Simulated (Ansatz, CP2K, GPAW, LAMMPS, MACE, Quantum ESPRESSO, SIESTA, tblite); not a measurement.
# Running aqueous Ca2+ and HSO4-, 2.3 mol of salt per kg of water at 360 K (85 atoms) with CP2K, part 2 of 3

Wanted: CP2K inputs and outputs for aqueous Ca2+ and HSO4-, 2.3 mol of salt per kg of water at 360 K (85 atoms), checked against a plane-wave reference.

Program: CP2K 2026.2; the method stands at each step. Banners, paths, timers and routine set-up lines are dropped from the logs unmarked, and long logs keep their key lines alone; longer cuts are marked.

So far. Step 2 (PBE, DZVP-UZH, 600/50 Ry, diagonalisation): Forces lie 22 % from the reference's, at 0.87 times its CPU time (on 4 against 2 cores). Step 3 (PBE, DZVP-MOLOPT-SR, 600/50 Ry, TRS4 filter 1e-07, SCF …): Against the first run (22 %), the force difference from the reference is 12 %, at 0.65 times the CPU time (on 2 against 4 cores) (9 SCF steps against 16).

## 4. PBE, DZVP-MOLOPT-SR, 600/50 Ry, diagonalisation

Method: Kohn-Sham DFT, PBE, GTH-PBE pseudopotentials, Gaussian and plane waves, DZVP-MOLOPT-SR-GTH, diagonalisation.

The input, input.inp:

```
&GLOBAL
  PROJECT cell
  RUN_TYPE ENERGY_FORCE
  PRINT_LEVEL LOW
&END GLOBAL
&FORCE_EVAL
  METHOD QS
  STRESS_TENSOR ANALYTICAL
  &DFT
    BASIS_SET_FILE_NAME BASIS_MOLOPT
    POTENTIAL_FILE_NAME GTH_POTENTIALS
    &MGRID
      CUTOFF 600
      REL_CUTOFF 50
      NGRIDS 5
    &END MGRID
    &QS
      EPS_DEFAULT 1.0E-12
    &END QS
    &SCF
      SCF_GUESS ATOMIC
      EPS_SCF 5.0E-06
      MAX_SCF 200
      ADDED_MOS 14
      &DIAGONALIZATION
        ALGORITHM STANDARD
      &END DIAGONALIZATION
      &SMEAR ON
        METHOD FERMI_DIRAC
        ELECTRONIC_TEMPERATURE [K] 580
      &END SMEAR
      &MIXING
        METHOD BROYDEN_MIXING
        ALPHA 0.3
        NBROYDEN 12
      &END MIXING
      &PRINT
        &RESTART OFF
        &END RESTART
      &END PRINT
    &END SCF
    &XC
      &XC_FUNCTIONAL PBE
      &END XC_FUNCTIONAL
    &END XC
    &PRINT
      &MULLIKEN ON
      &END MULLIKEN
      &HIRSHFELD ON
        SHAPE_FUNCTION DENSITY
      &END HIRSHFELD
      &MO ON
        EIGENVALUES T
        OCCUPATION_NUMBERS T
        MO_INDEX_RANGE 121 144
        &EACH
          QS_SCF 0
        &END EACH
        ADD_LAST NUMERIC
      &END MO
    &END PRINT
  &END DFT
  &SUBSYS
    &CELL
      A 9.34568 0.00000 0.00000
      B 0.00000 9.34568 0.00000
      C 0.00000 0.00000 9.34568
    &END CELL
    &COORD
[... 85 atom lines left out: the same atoms as in the first run ...]
    &END COORD
    &KIND O
      BASIS_SET DZVP-MOLOPT-SR-GTH-q6
      POTENTIAL GTH-PBE-q6
    &END KIND
    &KIND S
      BASIS_SET DZVP-MOLOPT-SR-GTH-q6
      POTENTIAL GTH-PBE-q6
    &END KIND
    &KIND H
      BASIS_SET DZVP-MOLOPT-SR-GTH-q1
      POTENTIAL GTH-PBE-q1
    &END KIND
    &KIND Ca
      BASIS_SET DZVP-MOLOPT-SR-GTH-q10
      POTENTIAL GTH-PBE-q10
    &END KIND
  &END SUBSYS
  &PRINT
    &FORCES ON
    &END FORCES
    &STRESS_TENSOR ON
    &END STRESS_TENSOR
  &END PRINT
&END FORCE_EVAL
```

On the command line:

```sh
$ OMP_NUM_THREADS=2 cp2k.psmp -i input.inp > output.txt
```

Numbers of over 12 decimals in the logs are rounded to 6 here.

The log of the run:

```text
CP2K| version string:                                       CP2K version 2026.2
 CP2K| Input file name                                                 input.inp
 GLOBAL| Basis set file name                                        BASIS_MOLOPT
 GLOBAL| Potential file name                                      GTH_POTENTIALS
[... lines left out ...]
 Number of electrons:                                                        264
[... lines left out ...]
  Step     Update method      Time    Convergence         Total energy    Change
[... lines left out ...]
  *** SCF run converged in    15 steps ***
[... lines left out ...]
  Fermi energy:                                                 0.090838
  Total energy:                                              -600.295537
  Total energy (extrapolated to T->0):                       -600.295537
[... lines left out ...]
 MO| E(Fermi):            0.090838 a.u.          2.471832 eV
[... lines left out ...]
 ENERGY| Total FORCE_EVAL ( QS ) energy [hartree]           -600.295541
[... lines left out ...]
 FORCES|      1  9.76138131E-04  1.52525413E-02  8.07996285E-03   1.72881075E-02
 FORCES|      2 -2.47694501E-02  2.67739805E-02  2.02303770E-03   3.65303212E-02
 FORCES|      3  3.04179140E-03 -8.86933840E-03  3.88405904E-03   1.01490676E-02
[...]
FORCES|     84  1.21624253E-02  1.84075153E-02  8.54305186E-03   2.36589295E-02
 FORCES|     85 -5.33512453E-03 -1.99875885E-04  5.22571251E-04   5.36438113E-03
 FORCES| Sum     4.78385419E-03 -5.30161711E-04 -4.11078668E-03
 FORCES| Total atomic force                                       6.32968399E-03
 STRESS| Analytical stress tensor [bar]
 STRESS|                        x                   y                   z
 STRESS|      x       -8.75487403987E+03   4.04611876283E+02  -1.34123463063E+03
 STRESS|      y        4.04611876283E+02   5.21492423599E+03  -3.18558153912E+03
 STRESS|      z       -1.34123463063E+03  -3.18558153912E+03  -6.79924788760E+03
 STRESS| 1/3 Trace                                            -3.44639923049E+03
```

Elapsed: 1.9 min, on 2 threads of Arm Neoverse V1, shared host; peak memory 2.5 GiB; 3.5 min of CPU time.

Numbers from this run, and their distance from the reference:

| Property | Result |
| --- | --- |
| r.m.s. force component | 0.6331 eV/Å |
| r.m.s. difference of force components | 78.47 meV/Å |
| longest difference of force vectors | 471.1 meV/Å |
| force difference over r.m.s. force | 12.53 % |
| slope of forces against the reference's | 1.003 |
| correlation of force components | 0.9923 |
| gap (highest filled to lowest empty level) | 5.38 eV |
| gap difference | 1.277 eV |
| pressure | -0.3446 GPa |
| pressure difference | 0.6907 GPa |

Against the first run (22 %), the force difference from the reference is 13 %, at 0.99 times the CPU time (on 2 against 4 cores), with 706 basis functions against 706; this set comes with other potentials too, so the change isn't the basis's alone.

## 5. PBE, DZVP-MOLOPT-SR, 600/50 Ry, TRS4 filter 1e-03, SCF 1e-04

Method: Kohn-Sham DFT, PBE, GTH-PBE pseudopotentials, Gaussian and plane waves, DZVP-MOLOPT-SR-GTH, linear-scaling purification of the density matrix.

Changes to input.inp since step 4:

```diff
@@ -17,26 +17,14 @@
     &QS
-      EPS_DEFAULT 1.0E-12
+      EPS_DEFAULT 1.0E-10
+      LS_SCF T
     &END QS
-    &SCF
-      SCF_GUESS ATOMIC
-      EPS_SCF 5.0E-06
-      MAX_SCF 200
-      ADDED_MOS 14
-      &DIAGONALIZATION
-        ALGORITHM STANDARD
-      &END DIAGONALIZATION
-      &SMEAR ON
-        METHOD FERMI_DIRAC
-        ELECTRONIC_TEMPERATURE [K] 580
-      &END SMEAR
-      &MIXING
-        METHOD BROYDEN_MIXING
-        ALPHA 0.3
-        NBROYDEN 12
-      &END MIXING
-      &PRINT
-        &RESTART OFF
-        &END RESTART
-      &END PRINT
-    &END SCF
+    &LS_SCF
+      PURIFICATION_METHOD TRS4
+      EPS_FILTER 1.0E-03
+      EPS_SCF 1.0E-04
+      MAX_SCF 60
+      S_PRECONDITIONER ATOMIC
+      MIXING_FRACTION 0.45
+      REPORT_ALL_SPARSITIES F
+    &END LS_SCF
     &XC
@@ -48,14 +36,2 @@
       &END MULLIKEN
-      &HIRSHFELD ON
-        SHAPE_FUNCTION DENSITY
-      &END HIRSHFELD
-      &MO ON
-        EIGENVALUES T
-        OCCUPATION_NUMBERS T
-        MO_INDEX_RANGE 121 144
-        &EACH
-          QS_SCF 0
-        &END EACH
-        ADD_LAST NUMERIC
-      &END MO
     &END PRINT
```

The log of the run:

```text
CP2K| version string:                                       CP2K version 2026.2
 CP2K| Input file name                                                 input.inp
 GLOBAL| Basis set file name                                        BASIS_MOLOPT
 GLOBAL| Potential file name                                      GTH_POTENTIALS
[... lines left out ...]
 Re-scaling the density matrix to get the right number of electrons
[... lines left out ...]
 SCF run converged in     4 steps.
[... lines left out ...]
 ENERGY| Total FORCE_EVAL ( QS ) energy [hartree]           -600.287222
[... lines left out ...]
 FORCES|      1  9.30431654E-03  1.99707372E-02 -1.84226056E-02   2.87192104E-02
 FORCES|      2 -4.08402799E-02  1.90905515E-02  2.07513399E-02   4.96285777E-02
 FORCES|      3 -1.50875092E-02 -8.00291664E-03  1.76219752E-03   1.71693025E-02
[...]
FORCES|     84  1.29007028E-02  1.88855920E-02  8.85874423E-03   2.45269458E-02
 FORCES|     85 -5.41926230E-03  8.59045647E-05  9.33636856E-04   5.49976920E-03
 FORCES| Sum     4.73342669E-03 -4.97896752E-04 -4.11291737E-03
 FORCES| Total atomic force                                       6.29041483E-03
 STRESS| Analytical stress tensor [bar]
 STRESS|                        x                   y                   z
 STRESS|      x        2.18396269186E+03  -7.51913163659E+02  -1.08810075829E+03
 STRESS|      y       -7.51913163659E+02   2.09789916899E+04  -2.30734925946E+03
 STRESS|      z       -1.08810075829E+03  -2.30734925946E+03   4.78672281159E+03
 STRESS| 1/3 Trace                                             9.31655906445E+03
```

Wall time 41 s (2 threads); peak memory 1.2 GiB; 75 s of CPU time.

Numbers from this run, and their distance from the reference:

| Property | Result |
| --- | --- |
| r.m.s. force component | 0.7386 eV/Å |
| r.m.s. difference of force components | 323.5 meV/Å |
| longest difference of force vectors | 2073 meV/Å |
| force difference over r.m.s. force | 51.67 % |
| slope of forces against the reference's | 1.062 |
| correlation of force components | 0.9005 |
| pressure | 0.9317 GPa |
| pressure difference | 1.967 GPa |
| energy less the same-level run's | 2.663 meV/atom |
| r.m.s. force difference from the same-level run | 263.3 meV/Å |

This is a coarse setting, run to see what it loses.

Against the first run (22 %), the force difference from the reference is 52 %, at 0.35 times the CPU time (on 2 against 4 cores) (4 SCF steps against 16).

## 6. PBE, SZV-MOLOPT-SR, 600/50 Ry, diagonalisation

Method: Kohn-Sham DFT, PBE, GTH-PBE pseudopotentials, Gaussian and plane waves, SZV-MOLOPT-SR-GTH, diagonalisation.

The input, input.inp:

```
&GLOBAL
  PROJECT cell
  RUN_TYPE ENERGY_FORCE
  PRINT_LEVEL LOW
&END GLOBAL
&FORCE_EVAL
  METHOD QS
  STRESS_TENSOR ANALYTICAL
  &DFT
    BASIS_SET_FILE_NAME BASIS_MOLOPT
    POTENTIAL_FILE_NAME GTH_POTENTIALS
    &MGRID
      CUTOFF 600
      REL_CUTOFF 50
      NGRIDS 5
    &END MGRID
    &QS
      EPS_DEFAULT 1.0E-12
    &END QS
    &SCF
      SCF_GUESS ATOMIC
      EPS_SCF 5.0E-06
      MAX_SCF 200
      ADDED_MOS 14
      &DIAGONALIZATION
        ALGORITHM STANDARD
      &END DIAGONALIZATION
      &SMEAR ON
        METHOD FERMI_DIRAC
        ELECTRONIC_TEMPERATURE [K] 580
      &END SMEAR
      &MIXING
        METHOD BROYDEN_MIXING
        ALPHA 0.3
        NBROYDEN 12
      &END MIXING
      &PRINT
        &RESTART OFF
        &END RESTART
      &END PRINT
    &END SCF
    &XC
      &XC_FUNCTIONAL PBE
      &END XC_FUNCTIONAL
    &END XC
    &PRINT
      &MULLIKEN ON
      &END MULLIKEN
      &HIRSHFELD ON
        SHAPE_FUNCTION DENSITY
      &END HIRSHFELD
      &MO ON
        EIGENVALUES T
        OCCUPATION_NUMBERS T
        MO_INDEX_RANGE 121 144
        &EACH
          QS_SCF 0
        &END EACH
        ADD_LAST NUMERIC
      &END MO
    &END PRINT
  &END DFT
  &SUBSYS
    &CELL
      A 9.34568 0.00000 0.00000
      B 0.00000 9.34568 0.00000
      C 0.00000 0.00000 9.34568
    &END CELL
    &COORD
[... 85 atom lines left out: the same atoms as in the first run ...]
    &END COORD
    &KIND O
      BASIS_SET SZV-MOLOPT-SR-GTH-q6
      POTENTIAL GTH-PBE-q6
    &END KIND
    &KIND S
      BASIS_SET SZV-MOLOPT-SR-GTH-q6
      POTENTIAL GTH-PBE-q6
    &END KIND
    &KIND H
      BASIS_SET SZV-MOLOPT-SR-GTH-q1
      POTENTIAL GTH-PBE-q1
    &END KIND
    &KIND Ca
      BASIS_SET SZV-MOLOPT-SR-GTH-q10
      POTENTIAL GTH-PBE-q10
    &END KIND
  &END SUBSYS
  &PRINT
    &FORCES ON
    &END FORCES
    &STRESS_TENSOR ON
    &END STRESS_TENSOR
  &END PRINT
&END FORCE_EVAL
```

On the command line:

```sh
$ OMP_NUM_THREADS=1 cp2k.psmp -i input.inp > output.txt
```

The log of the run:

```text
CP2K| version string:                                       CP2K version 2026.2
 CP2K| Input file name                                                 input.inp
 GLOBAL| Basis set file name                                        BASIS_MOLOPT
 GLOBAL| Potential file name                                      GTH_POTENTIALS
 GLOBAL| Run type                                                   ENERGY_FORCE
 GLOBAL| Total number of message passing processes                             1
 GLOBAL| Number of threads for this process                                    1
[... lines left out ...]
                        Smear method:                                FERMI_DIRAC
[... lines left out ...]
 Number of electrons:                                                        264
[... lines left out ...]
  Step     Update method      Time    Convergence         Total energy    Change
[... lines left out ...]
  *** SCF run converged in    16 steps ***
[... lines left out ...]
  Fermi energy:                                                 0.164103
  Total energy:                                              -597.201357
  Total energy (extrapolated to T->0):                       -597.201357
[... lines left out ...]
 MO| E(Fermi):            0.164103 a.u.          4.465464 eV
[... lines left out ...]
     85       Ca     4      10.000          9.284                         0.716
  Total Charge                                                           -0.000
 !-----------------------------------------------------------------------------!
 ENERGY| Total FORCE_EVAL ( QS ) energy [hartree]           -597.201392
 FORCES| Atomic forces [hartree/bohr]
 FORCES|   Atom     x               y               z               |f|
 FORCES|      1  3.12278191E-02  7.12999129E-02 -1.28755446E-01   1.50455373E-01
 FORCES|      2 -1.87929701E-02  4.25307192E-02  4.93857878E-03   4.67592489E-02
 FORCES|      3 -2.33142167E-01 -2.71750451E-02  2.45610446E-02   2.36002114E-01
[...]
FORCES|     84 -3.03987381E-02 -2.21329571E-02  5.94087434E-03   3.80689513E-02
 FORCES|     85 -7.45005016E-03 -3.64221010E-04  1.83534704E-03   7.68143236E-03
 FORCES| Sum     8.43973886E-03 -1.46217522E-03 -3.00936864E-03
 FORCES| Total atomic force                                       9.07873604E-03
 STRESS| Analytical stress tensor [bar]
 STRESS|                        x                   y                   z
 STRESS|      x        1.62045399756E+05   4.37545107671E+03   2.91378292336E+02
 STRESS|      y        4.37545107671E+03   1.72836777817E+05   1.20449306476E+04
 STRESS|      z        2.91378292336E+02   1.20449306476E+04   1.87369299533E+05
 STRESS| 1/3 Trace                                             1.74083825702E+05
```

It took 1.8 min on 1 thread; peak memory 2.4 GiB.

Against the reference:

```
r.m.s. force component                           : 2.508 eV/Å
r.m.s. difference of force components            : 2654 meV/Å
longest difference of force vectors              : 14260 meV/Å
force difference over r.m.s. force               : 423.8 %
slope of forces against the reference's          : -0.4611
correlation of force components                  : -0.1151
gap (highest filled to lowest empty level) : 5.609 eV
gap difference                                   : 1.507 eV
pressure                                         : 17.41 GPa
pressure difference                              : 18.44 GPa
```

This is a coarse setting, run to see what it loses.

Against the first run (22 %), the force difference from the reference is 424 %, at 0.52 times the CPU time (on 1 against 4 cores), with 191 basis functions against 706; this set comes with other potentials too, so the change isn't the basis's alone.

## 7. PBE, DZVP-MOLOPT-SR, 600/50 Ry, TRS4 filter 1e-05, SCF 1e-06

Method: Kohn-Sham DFT, PBE, GTH-PBE pseudopotentials, Gaussian and plane waves, DZVP-MOLOPT-SR-GTH, linear-scaling purification of the density matrix.

The input, input.inp:

```
&GLOBAL
  PROJECT cell
  RUN_TYPE ENERGY_FORCE
  PRINT_LEVEL LOW
&END GLOBAL
&FORCE_EVAL
  METHOD QS
  STRESS_TENSOR ANALYTICAL
  &DFT
    BASIS_SET_FILE_NAME BASIS_MOLOPT
    POTENTIAL_FILE_NAME GTH_POTENTIALS
    &MGRID
      CUTOFF 600
      REL_CUTOFF 50
      NGRIDS 5
    &END MGRID
    &QS
      EPS_DEFAULT 1.0E-10
      LS_SCF T
    &END QS
    &LS_SCF
      PURIFICATION_METHOD TRS4
      EPS_FILTER 1.0E-05
      EPS_SCF 1.0E-06
      MAX_SCF 60
      S_PRECONDITIONER ATOMIC
      MIXING_FRACTION 0.45
      REPORT_ALL_SPARSITIES F
    &END LS_SCF
    &XC
      &XC_FUNCTIONAL PBE
      &END XC_FUNCTIONAL
    &END XC
    &PRINT
      &MULLIKEN ON
      &END MULLIKEN
    &END PRINT
  &END DFT
  &SUBSYS
    &CELL
      A 9.34568 0.00000 0.00000
      B 0.00000 9.34568 0.00000
      C 0.00000 0.00000 9.34568
    &END CELL
    &TOPOLOGY
      COORD_FILE_NAME structure.xyz
      COORD_FILE_FORMAT XYZ
    &END TOPOLOGY
    &KIND O
      BASIS_SET DZVP-MOLOPT-SR-GTH-q6
      POTENTIAL GTH-PBE-q6
    &END KIND
    &KIND S
      BASIS_SET DZVP-MOLOPT-SR-GTH-q6
      POTENTIAL GTH-PBE-q6
    &END KIND
    &KIND H
      BASIS_SET DZVP-MOLOPT-SR-GTH-q1
      POTENTIAL GTH-PBE-q1
    &END KIND
    &KIND Ca
      BASIS_SET DZVP-MOLOPT-SR-GTH-q10
      POTENTIAL GTH-PBE-q10
    &END KIND
  &END SUBSYS
  &PRINT
    &FORCES ON
    &END FORCES
    &STRESS_TENSOR ON
    &END STRESS_TENSOR
  &END PRINT
&END FORCE_EVAL
```

The input, structure.xyz:

```xyz
85

[... 85 atom lines left out: the same atoms as in the first run ...]
```

On the command line:

```sh
$ OMP_NUM_THREADS=2 cp2k.psmp -i input.inp > output.txt
```

The log of the run:

```text
CP2K| version string:                                       CP2K version 2026.2
 CP2K| Input file name                                                 input.inp
 GLOBAL| Basis set file name                                        BASIS_MOLOPT
 GLOBAL| Potential file name                                      GTH_POTENTIALS
[... lines left out ...]
 Re-scaling the density matrix to get the right number of electrons
[... lines left out ...]
 SCF run converged in     7 steps.
[... lines left out ...]
 ENERGY| Total FORCE_EVAL ( QS ) energy [hartree]           -600.295488
[... lines left out ...]
 FORCES|      1 -3.80385184E-04  1.52124612E-02  1.04734654E-02   1.84731467E-02
 FORCES|      2 -1.83992090E-02  2.69670405E-02 -2.24078721E-03   3.27226725E-02
 FORCES|      3  4.15223783E-04 -9.11419823E-03  4.50643940E-03   1.01759037E-02
[...]
FORCES|     84  1.20023373E-02  1.82446688E-02  8.54529678E-03   2.34509304E-02
 FORCES|     85 -5.26802980E-03 -2.19803300E-04  4.60975680E-04   5.29272615E-03
 FORCES| Sum     4.78252645E-03 -5.31891230E-04 -4.09685396E-03
 FORCES| Total atomic force                                       6.31978480E-03
 STRESS| Analytical stress tensor [bar]
 STRESS|                        x                   y                   z
 STRESS|      x       -8.48070709502E+03   6.86325668707E+02  -1.26669999808E+03
 STRESS|      y        6.86325668707E+02   4.82491537359E+03  -3.01586592203E+03
 STRESS|      z       -1.26669999808E+03  -3.01586592203E+03  -6.65763010966E+03
 STRESS| 1/3 Trace                                            -3.43780727703E+03
```

The job ended after 62 s (2 threads; peak memory 1.2 GiB).

Numbers from this run, and their distance from the reference:

```yaml
r_m_s_force_component: 0.6301 eV/Å
r_m_s_difference_of_force_components: 78.79 meV/Å
longest_difference_of_force_vectors: 560.1 meV/Å
force_difference_over_r_m_s_force: 12.58 %
slope_of_forces_against_the_reference_s: 0.9986
correlation_of_force_components: 0.9921
pressure: -0.3438 GPa
pressure_difference: 0.6915 GPa
energy_less_the_same_level_run_s: 0.017 meV/atom
r_m_s_force_difference_from_the_same_level_run: 35.43 meV/Å
```

Against the first run (22 %), the force difference from the reference is 13 %, at 0.54 times the CPU time (on 2 against 4 cores) (7 SCF steps against 16).

(Continued in part 3 of 3.)

[Also dropped from logs without a mark: logging warnings of Python, and SIESTA's first energy breakdown and zero terms.]

[Logs are printed without paths, hosts, clocks, repeated set-up lines and the standing remarks that a program may print on its own settings, such as how far it seeks lower states.]

[Hosts, paths, dates, database ids (printed as entryN), source tags and the programs' standing remarks are cut or masked in the printed files.]
